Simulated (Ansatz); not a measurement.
**What CdInI3 (model cell, started as cubic perovskite with Cd in the octahedra) distorts into**

Wanted: the energy along a soft mode of CdInI3 (model cell, started as cubic perovskite with Cd in the octahedra) and the structure at the end.

Program: Ansatz 0.2.0. Level of theory: DFT PBEsol, scalar-relativistic, plane waves, PAW; PAW set soft_1. Results are calculated unless marked as measured.

Report form: the programs' logs are mostly left out.

The structure was built from a prototype and need not be the compound's stable phase.

## 1. Starting point

The structure is cubic, space group Pm-3m (No. 221). Conventional cell: a = 5.778 Å, b = 5.778 Å, c = 5.778 Å, α = 90.00°, β = 90.00°, γ = 90.00°. Nearest to In lie 12 I at 4.09 Å. Nearest to Cd lie 6 I at 2.89 Å. Nearest to I lie 2 Cd at 2.89 Å. Farther neighbours and most contacts between anions are not listed.

## 2. Phonons on a q mesh

The cell comes from relaxations at this level that are not shown. Stability and thermal properties need the whole zone. Linear response on a 2×2×2 q mesh gives force constants as far as a supercell of that size would.

File input.yaml:

```yaml
crystal:
  lattice:
    - [5.777575321, 0.0, 0.0]
    - [0.0, 5.777575321, 0.0]
    - [0.0, 0.0, 5.777575321]
  atoms:
    - { symbol: In, position: [0.0, 0.0, 0.0] }
    - { symbol: Cd, position: [0.5, 0.5, 0.5] }
    - { symbol: I, position: [0.5, 0.5, 0.0] }
    - { symbol: I, position: [0.5, 0.0, 0.5] }
    - { symbol: I, position: [0.0, 0.5, 0.5] }
kpoints:
  mp_grid: { grid: [6, 6, 6] }
hamiltonian:
  xc: pbesol
  pseudopotentials: { kind: paw, azcp: { folder: soft_1 }, xc_functional: pbe }
scf:
  occupations: { method: methfessel_paxton, width: 0.2 }
output:
  eigenvalues: true
phonons:
  method: dfpt
  qmesh: [2, 2, 2]
  temperatures: { t_max: 1000, t_step: 50 }
  qpath:
    path:
      - [[0.0, 0.0, 0.0], [0.0, 0.5, 0.0], [0.5, 0.5, 0.0], [0.0, 0.0, 0.0], [0.5, 0.5, 0.5], [0.0, 0.5, 0.0]]
      - [[0.5, 0.5, 0.5], [0.5, 0.5, 0.0]]
    npoints: 10
```

Run with:

```bash
ansatz run input.yaml --threads 4 --pin off --max-ram 16384MiB --backend cpu --events-out ev --progress --plain --runs-dir out
```

Run time: 7 min. Hardware: 4 threads of Arm Neoverse V1, shared host; peak memory 1.8 GiB.

Numbers from this step:

| Quantity | Value |
| --- | --- |
| volume per atom | 38.57 Å³ |
| gap on the k-mesh | 0 eV |
| sum-rule residual before enforcement | 1.20e-4 eV/Å² |
| lowest frequency on the path | -51.03 cm⁻¹ |
| point group | m-3m |
| highest frequency on the path or at a solved wavevector | 150.9 cm⁻¹ |
| highest optical mode at the zone centre (no LO-TO term) | 140.4 cm⁻¹ |
| lowest optical zone-centre mode | -51.03 cm⁻¹ |
| lowest mode on the q mesh (acoustic modes at Γ apart) | -51.03 cm⁻¹ |

Frequencies (cm⁻¹) solved at each irreducible wavevector; negative means imaginary. Frequencies by wavevector, by row:

```
q in reciprocal lattice units  star  mode 1  mode 2  mode 3  mode 4  mode 13  mode 14  mode 15
                        0 0 0     1     -51     -51     -51   -11.8    140.4    140.4    140.4
                     0 0 -0.5     3   -44.6   -44.6   -15.9   -15.9    122.4    140.8    140.8
                  0 -0.5 -0.5     3   -45.6   -45.6     -45     -36      114    137.4    141.2
               -0.5 -0.5 -0.5     1   -48.6   -48.6   -48.6   -44.3    117.4    117.4    148.1
```

Interpolated from a 2×2×2 q mesh. The phonon branches at the labelled points (cm⁻¹):

```
    point  branch 1  branch 2  branch 3  branch 4  branch 12  branch 13  branch 14  branch 15
        Γ       -51       -51       -51       -12         19        140        140        140
  halfway       -48       -48       -38       -12         71        137        140        140
        X       -45       -45       -16       -16        112        122        141        141
  halfway       -45       -41       -38       -36        110        113        141        142
        M       -46       -46       -45       -36        114        114        137        141
  halfway       -46       -45       -37       -30         78        127        141        144
        Γ       -51       -51       -51       -12         19        140        140        140
  halfway       -45       -45       -37       -33         83        127        127        150
        R       -49       -49       -49       -44        117        117        117        148
  halfway       -44       -44       -42       -38        106        114        127        150
        X       -45       -45       -16       -16        112        122        141        141
jump to R       -49       -49       -49       -44        117        117        117        148
  halfway       -47       -47       -45       -43        116        116        118        149
        M       -46       -46       -45       -36        114        114        137        141
```

Symmetry leaves 4 wavevectors to solve. The lowest mode among them, the acoustic zeros apart, lies at Γ and is imaginary, 51.0i cm⁻¹, so the energy falls along it.

## 3. The mode frozen in, largest atomic shift 0 Å

The mode followed lies at q = (-0.5, -0.5, -0.5) with frequency 48.6i cm⁻¹ and is 3-fold degenerate, one of the unstable modes though not the softest. At small amplitude the distorted cell has space group no. 139 by a symmetry search on the positions. The undistorted cell that holds it gives the zero of energy on the same k mesh.

System of this step: CdInI3 (model cell, started as cubic perovskite with Cd in the octahedra). Symmetry: Pm-3m, No. 221, cubic system. Conventional cell: a = 5.778 Å, b = 5.778 Å, c = 5.778 Å, α = 90.00°, β = 90.00°, γ = 90.00°. Nearest to In lie 12 I at 4.09 Å. Nearest to Cd lie 6 I at 2.89 Å. I has 2 Cd at 2.89 Å nearest. Farther neighbours and most contacts between anions are not listed.

input.yaml, the sections that differ from step 2:

```yaml
crystal:
  lattice:
    - [5.777575321, 5.777575321, 0.0]
    - [5.777575321, 0.0, 5.777575321]
    - [5.777575321, 0.0, -5.777575321]
  atoms:
    - { symbol: In, position: [0.0, 0.5, 0.5] }
    - { symbol: In, position: [0.0, 0.0, 1.0] }
    - { symbol: Cd, position: [0.5, 0.25, 0.75] }
    - { symbol: Cd, position: [0.5, 0.75, 0.25] }
    - { symbol: I, position: [0.5, 0.5, 0.5] }
    - { symbol: I, position: [0.5, 0.0, 0.0] }
    - { symbol: I, position: [0.0, 0.5, 0.0] }
    - { symbol: I, position: [0.0, 0.0, 0.5] }
    - { symbol: I, position: [0.5, 0.5, 0.0] }
    - { symbol: I, position: [0.5, 0.0, 0.5] }
output:
  forces: true
  stress: true
  eigenvalues: true
# kpoints, hamiltonian, scf: as in step 2
# phonons: removed
```

Run time: 9.8 s. Hardware: 4 threads; peak memory 1.3 GiB; 38 s of CPU time.

Numbers from this step:

```yaml
pressure: 0.007109 GPa
energy_from_the_undistorted_cell: 0 meV/atom
```

The run ends at a pressure of 0.01 GPa.

## 4. The mode frozen in, largest atomic shift 0.6 Å

The atoms are moved along the unstable eigenvector, the largest shift by 0.6 Å, with the cell fixed.

input.yaml, the sections that differ from step 3:

```yaml
crystal:
  lattice:
    - [5.777575321, 5.777575321, 0.0]
    - [5.777575321, 0.0, 5.777575321]
    - [5.777575321, 0.0, -5.777575321]
  atoms:
    - { symbol: In, position: [-0.1038497928, 0.5519248964, 0.5519248964] }
    - { symbol: In, position: [0.1038497928, -0.0519248964, 0.9480751036] }
    - { symbol: Cd, position: [0.5, 0.25, 0.75] }
    - { symbol: Cd, position: [0.5, 0.75, 0.25] }
    - { symbol: I, position: [0.5, 0.5142603247, 0.5142603247] }
    - { symbol: I, position: [0.5, -0.0142603247, -0.0142603247] }
    - { symbol: I, position: [0.0, 0.5, 0.0] }
    - { symbol: I, position: [0.0, 0.0, 0.5] }
    - { symbol: I, position: [0.5, 0.5142603247, -0.0142603247] }
    - { symbol: I, position: [0.5, -0.0142603247, 0.5142603247] }
# kpoints, hamiltonian, scf, output: as in step 3
```

Elapsed: 21 s, on 4 threads; peak memory 1.5 GiB; 82 s of CPU time.

This step gave:

| Quantity | Value |
| --- | --- |
| pressure | 0.4656 GPa |
| energy from the undistorted cell | -28.64 meV/atom |

The energy, extrapolated to zero smearing, is -28.64 meV/atom against the undistorted cell.

The run ends at a pressure of 0.47 GPa, with forces up to 0.25 eV/Å.

## 5. Energy along the mode, all amplitudes (two of the runs are shown above)

An imaginary frequency means negative curvature, so the energy should fall and then rise again as anharmonic terms take over.

Numbers from this step:

```
depth at the lowest point sampled  : 28.64 meV/atom
largest atomic shift at that point : 0.6 Å
```

The energy from the parent by largest atomic shift:

```
largest atomic shift (Å)  energy from the parent (meV/atom)
                   0.000                                  0
                   0.040                             -0.186
                   0.080                             -0.743
                   0.140                              -2.25
                   0.220                              -5.40
                   0.320                              -10.8
                   0.450                              -19.4
                   0.600                              -28.6
```

Displacement at unit largest shift by atom:

```
atom  x (Å)  y (Å)  z (Å)  size
 In1   0.00  -1.00   0.00  1.00
 In2   0.00   1.00   0.00  1.00
 Cd3   0.00   0.00   0.00  0.00
 Cd4   0.00   0.00   0.00  0.00
  I5   0.28   0.00   0.00  0.28
  I6  -0.28   0.00   0.00  0.28
  I7   0.00   0.00   0.00  0.00
  I8   0.00   0.00   0.00  0.00
  I9   0.00   0.00   0.28  0.28
 I10   0.00   0.00  -0.28  0.28
```

The lowest of the steps tried is the last one, at 0.6 Å, 28.6 meV/atom below the parent; the bottom of the well need not coincide with a step.

## 6. Relaxing from the distorted cell

Starting from the lowest point found, all atoms and the cell are let go, so that strain and other modes of the same symmetry can join in.

input.yaml: that of step 4 with these lines changed.

```diff
@@ -27 +27,6 @@
   eigenvalues: true
+relax:
+  adjacent_minimum: "off"
+  f_tol: 0.002
+  max_steps: 120
+  cell: { stress_tol: 0.03 }
```

The job ended after 2.3 min (4 threads; peak memory 1.6 GiB).

Relaxation path:

```
step  energy less that of the first step (eV)  largest force component (eV/Å)  pressure (GPa)  volume (Å³)
   1                                   0.0000                          0.2525            0.47       385.72
   2                                  -0.0695                          0.1760           -0.02       394.86
   3                                  -0.0892                          0.1450            0.24       399.11
   4                                  -0.1020                          0.0327           -0.03       399.60
   5                                  -0.1028                          0.0001            0.00       399.91
  6*                                  -0.1042                          0.0002            0.00       399.91
```

Relaxation steps marked * repeat the geometry before them on a plane-wave basis chosen anew for their cell, so energy and pressure can jump there.

Forces are held to the 16 operations that the run works with; a distortion that breaks them can't arise in this run.

```
conventional cell, symmetrised  before   after  change
                         a (Å)   8.171   8.270  +1.2 %
                         b (Å)   8.171   8.270  +1.2 %
                         c (Å)  11.555  11.695  +1.2 %
              volume (Å³/atom)   38.57   39.99  +3.7 %
```

The atoms that moved most (Å, as changes of fractional coordinates times the final cell):

```
atom      dx      dy      dz  length
 In2   0.000   0.296   0.000   0.296
 In1   0.000  -0.296   0.000   0.296
  I6   0.017   0.000   0.000   0.017
  I5  -0.017   0.000   0.000   0.017
 I10   0.000   0.000   0.017   0.017
  I9   0.000   0.000  -0.017   0.017
```

Final coordinates:

```cif
data_structure
_symmetry_space_group_name_H-M 'P 1'
_symmetry_Int_Tables_number 1
_cell_length_a 8.2697
_cell_length_b 8.2698
_cell_length_c 8.2698
_cell_angle_alpha 90.000
_cell_angle_beta 60.000
_cell_angle_gamma 60.000
_cell_volume 399.91
loop_
_atom_site_label
_atom_site_type_symbol
_atom_site_fract_x
_atom_site_fract_y
_atom_site_fract_z
_atom_site_occupancy
In1 In 0.84547 0.57726 0.57726 1
In2 In 0.15453 0.92274 0.92274 1
Cd3 Cd 0.50000 0.25000 0.75000 1
Cd4 Cd 0.50000 0.75000 0.25000 1
I5 I 0.50000 0.51277 0.51277 1
I6 I 0.50000 0.98723 0.98723 1
I7 I 0.00000 0.50000 0.00000 1
I8 I 0.00000 0.00000 0.50000 1
I9 I 0.50000 0.51277 0.98723 1
I10 I 0.50000 0.98723 0.51277 1
```

This step gave:

```
pressure        : -9.01e-4 GPa
volume per atom : 39.99 Å³
```

The distorted start has space group I4/mmm; the relaxation ends in I4/mmm.

## 7. The new phase in its own primitive cell

The relaxed structure is symmetrised, reduced to its primitive cell and relaxed tightly, as its phonons need.

input.yaml, the sections that differ from step 6:

```yaml
crystal:
  lattice:
    - [-4.1348774998, 4.1348774998, 5.8475496783]
    - [4.1348774998, -4.1348774998, 5.8475496783]
    - [4.1348774998, 4.1348774998, -5.8475496783]
  atoms:
    - { symbol: In, position: [0.1727354595, 0.1727354595, 0.0] }
    - { symbol: In, position: [0.8272645405, 0.8272645405, 0.0] }
    - { symbol: Cd, position: [0.5, 0.0, 0.5] }
    - { symbol: Cd, position: [0.0, 0.5, 0.5] }
    - { symbol: I, position: [0.7627670817, 0.2372329183, 0.0] }
    - { symbol: I, position: [0.2372329183, 0.7627670817, 0.0] }
    - { symbol: I, position: [0.25, 0.75, 0.5] }
    - { symbol: I, position: [0.75, 0.25, 0.5] }
    - { symbol: I, position: [0.7627670817, 0.7627670817, 0.5255341634] }
    - { symbol: I, position: [0.2372329183, 0.2372329183, 0.4744658366] }
relax:
  adjacent_minimum: "off"
  f_tol: 0.001
  max_steps: 60
  cell: { stress_tol: 0.01 }
# kpoints, hamiltonian, scf, output: as in step 6
```

The job ended after 89 s (4 threads; peak memory 1.6 GiB).

Little changed from the start: no atom moved by 0.005 Å and no cell edge by 0.1 %.

Numbers from this step:

- pressure: -0.001061 GPa

The largest force component left is 0.63 meV/Å and the pressure is -0.001 GPa, within the tolerances set. The cell now holds 39.99 Å³/atom.

## 8. Modes of the new phase

A relaxed structure may still be a saddle point, so its zone-centre modes are computed. No field response is asked, since the mesh shows no gap.

File input.yaml:

```yaml
crystal:
  lattice:
    - [-4.1366558982, 4.1366558982, 5.8426696285]
    - [4.1366558982, -4.1366558982, 5.8426696285]
    - [4.1366558982, 4.1366558982, -5.8426696285]
  atoms:
    - { symbol: In, position: [0.1728108314, 0.1728108314, 0.0] }
    - { symbol: In, position: [0.8271891686, 0.8271891686, 0.0] }
    - { symbol: Cd, position: [0.5, 0.0, 0.5] }
    - { symbol: Cd, position: [0.0, 0.5, 0.5] }
    - { symbol: I, position: [0.7628224755, 0.2371775245, 0.0] }
    - { symbol: I, position: [0.2371775245, 0.7628224755, 0.0] }
    - { symbol: I, position: [0.25, 0.75, 0.5] }
    - { symbol: I, position: [0.75, 0.25, 0.5] }
    - { symbol: I, position: [0.7628224755, 0.7628224755, 0.5256449509] }
    - { symbol: I, position: [0.2371775245, 0.2371775245, 0.4743550491] }
kpoints:
  mp_grid: { grid: [6, 6, 6] }
hamiltonian:
  xc: pbesol
  pseudopotentials: { kind: paw, azcp: { folder: soft_1 }, xc_functional: pbe }
scf:
  occupations: { method: methfessel_paxton, width: 0.2 }
output:
  eigenvalues: true
phonons:
  method: dfpt
```

Run time: 35 min. Hardware: 4 threads; peak memory 9.1 GiB; 2.3 h of CPU time.

This step gave:

| Quantity | Value |
| --- | --- |
| sum-rule residual before enforcement | 1.91e-4 eV/Å² |
| point group | 4/mmm |
| highest optical mode at the zone centre (no LO-TO term) | 138.4 cm⁻¹ |
| lowest optical zone-centre mode | -34.63 cm⁻¹ |

Patterns of degenerate modes are one choice out of their space. The modes at Γ (shares of kinetic energy by element, %) (negative means imaginary):

```
mode  frequency (cm⁻¹)  symmetry  In %  Cd %  I %
   1             -34.6        Eg    32     0   68
   2             -34.6        Eg    32     0   68
   3             -18.6        Eu    32     2   66
   4             -18.6        Eu    32     2   66
   5               0.0  acoustic    19    18   63
   6               0.0  acoustic    19    18   63
   7               0.0  acoustic    19    18   63
   8               0.8       A2u    13    51   37
   9              20.2        Eu    23    49   28
  10              20.2        Eu    23    49   28
  11              25.6        Eg    68     0   32
  12              25.6        Eg    68     0   32
  13              29.8       B2g     0     0  100
  14              43.9       B1u     0     0  100
  15              44.2        Eg     0     0  100
  16              44.2        Eg     0     0  100
  17              49.6       A1g    58     0   42
  18              50.2       B1g     0     0  100
  19              53.5        Eu    24     4   72
  20              53.5        Eu    24     4   72
  21              60.5       A2g     0     0  100
  22              61.4       A2u    68     1   31
  23              77.5       A1g    42     0   58
  24             108.6       B2u     0   100    0
  25             110.7        Eu     3    93    4
  26             110.7        Eu     3    93    4
  27             122.9       A2u     0    30   70
  28             127.7        Eu     0    33   67
  29             127.7        Eu     0    33   67
  30             138.4       B1g     0     0  100
```

Displacements in mode 1 (-34.6 cm⁻¹), the largest set to 1:
```
In1  0.00  0.85  0.00
In2  0.00 -0.85  0.00
Cd3  0.00  0.00  0.00
Cd4  0.00  0.00  0.00
I5   0.00  0.00  0.46
I6   0.00  0.00 -0.46
I7   0.00  1.00  0.00
I8   0.00 -1.00  0.00
I9   0.00  0.00  0.45
I10  0.00  0.00 -0.45
```

Displacements in mode 11 (25.6 cm⁻¹), the largest set to 1:
```
In1  0.26  1.00  0.00
In2 -0.26 -1.00  0.00
Cd3  0.00  0.00  0.00
Cd4  0.00  0.00  0.00
I5   0.00  0.00 -0.20
I6   0.00  0.00  0.20
I7   0.14 -0.52  0.00
I8  -0.14  0.52  0.00
I9   0.00  0.00 -0.34
I10  0.00  0.00  0.34
```

Before it was imposed, the acoustic sum rule was missed by 1.9e-4 eV/Å². Small misses are needed for a sound result but don't prove that mesh and cutoff are converged. The lowest optical mode is imaginary, 34.6i cm⁻¹, so the energy falls along it.

## 9. Outcome

```
unstable mode of the parent                                                      : q = (-0.5, -0.5, -0.5), 49i cm⁻¹
depth at the lowest point sampled                                                : 28.6 meV/atom
largest atomic shift at that point                                               : 0.6 Å
space group reached (within 0.01 Å)                                              : I4/mmm
energy gained over the parent (first relaxation, on the mesh of the frozen mode) : 39.2 meV/atom
volume per atom, phase reached                                                   : 40.0 Å³
lowest optical zone-centre mode, phase reached                                   : -34.6 cm⁻¹
highest optical mode at the zone centre (no LO-TO term), phase reached           : 138 cm⁻¹
```

Along this mode the structure falls into I4/mmm, 39.2 meV/atom below the parent. At the parent's cell the well is 28.64 meV/atom deep on the steps tried, with its lowest point at a shift of 0.6 Å. That is the last step tried, so the steps alone don't bracket the bottom of the well. Relaxing atoms and cell changes the gain by +10.56 meV/atom against the lowest step (energies at zero smearing). The new phase still has an imaginary mode at the zone centre of its cell, so it is a saddle point on the way to a lower structure. Of the 6 patterns followed to their end from this parent, this one ends 29.0 meV/atom above the lowest, P4mm. Each path keeps the symmetry of its pattern, so a lower phase may lie along a pattern not tried. With no gap, or one that is small against the smearing, the frequencies hang on the k mesh and the smearing, most of all near Kohn anomalies. A semilocal functional can close a gap that the real compound would have, so the metallic treatment may be an artefact of the level. Spin-orbit coupling is left out, which can matter for the heavy elements here. The PAW files were made for PBE and serve the other functionals too. The starting cell was built on a prototype and not taken from a measurement, so the phase need not exist.

[Logs are printed without paths, hosts, clocks, repeated set-up lines and the standing remarks that a program may print on its own settings, such as how far it seeks lower states.]

[Hosts, paths, dates, database ids (printed as entryN), source tags and the programs' standing remarks are cut or masked in the printed files.]
